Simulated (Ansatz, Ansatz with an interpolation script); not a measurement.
Rows from a G0W0 calculation on NH4Br (P4/nmm) (Ansatz 0.2.0; G0W0 on LDA, plane waves, PAW; PAW set soft_1; 4×4×4 mesh, 585 empty bands, screening to 150 eV, PAW set soft_1 files), in eV. Spin-orbit coupling is left out.

| row | k | band | start | Σx | Σc at the solution | Vxc |
| --- | --- | --- | --- | --- | --- | --- |
| A | Γ | v3 | 0.099 | -19.440 | 2.013 | -15.997 |
| B | Γ | c3 | 6.609 | -4.696 | -3.694 | -9.570 |
| C | Γ | v2 | 0.141 | -19.499 | 2.061 | -15.987 |
| D | Γ | c1 | 3.949 | -6.115 | -3.391 | -10.552 |
| E | Γ | v1 | 0.194 | -19.456 | 2.049 | -15.943 |
| F | Γ | c2 | 5.453 | -4.783 | -3.556 | -9.393 |

Work out each quasiparticle level and how far it moved.

The quasiparticle equation reads E = start + Σx + Σc(E) − Vxc.

| row | E (eV) | shift (eV) |
| --- | --- | --- |
| A | -1.332 | −1.431 |
| B | 7.790 | +1.180 |
| C | -1.310 | −1.451 |
| D | 4.994 | +1.046 |
| E | -1.271 | −1.464 |
| F | 6.507 | +1.054 |

The gap over the computed points goes from 3.75 eV to 6.27 eV.

Limits: not at the basis limit; no spin-orbit coupling; coarse k mesh.

[Runs of the session that timed out or met a known fault of the program may be left out.]

[Hosts, paths, dates, database ids (printed as entryN), source tags and the programs' standing remarks are cut or masked in the printed files.]
